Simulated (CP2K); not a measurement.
Two runs for the S L₂,₃ edge of 2-ethynylthiazole. Run A: CP2K XAS_TDP, all-electron GAPW, PBEh(45%), aug-cc-pVDZ, TDA, ZORA, spin–orbit coupling. Run B differs in one setting.

First lines with a strength over 0.0003. A:

```
              atom  energy (eV)  states  strength, one atom
S7 (bonded to 2 C)       163.94       1              0.0003
                         164.41       1              0.0021
                         164.71       1              0.0016
                         165.48       2              0.0017
                         165.84       1              0.0041
```

B:

```
              atom  energy (eV)  states  strength, one atom
S7 (bonded to 2 C)       166.78       1              0.0003
                         167.26       1              0.0020
                         167.55       1              0.0016
                         168.34       1              0.0016
                         168.67       1              0.0040
```

Question: Which was it: the functional, the basis, GW2X switched on?

GW2X switched on. GW2X shifts the lines nearly together; each 2p level gets its own shift. The lowest line over the strength cut lies at 166.78 eV, against 163.94 eV (PBEh(45%), aug-cc-pVDZ).

[Banner, clock and machine lines of the logs are left out without a mark of their own.]

[Logs are printed without paths, hosts, clocks, repeated set-up lines and the standing remarks that a program may print on its own settings, such as how far it seeks lower states.]

[Hosts, paths, dates, database ids (printed as entryN), source tags and the programs' standing remarks are cut or masked in the printed files.]
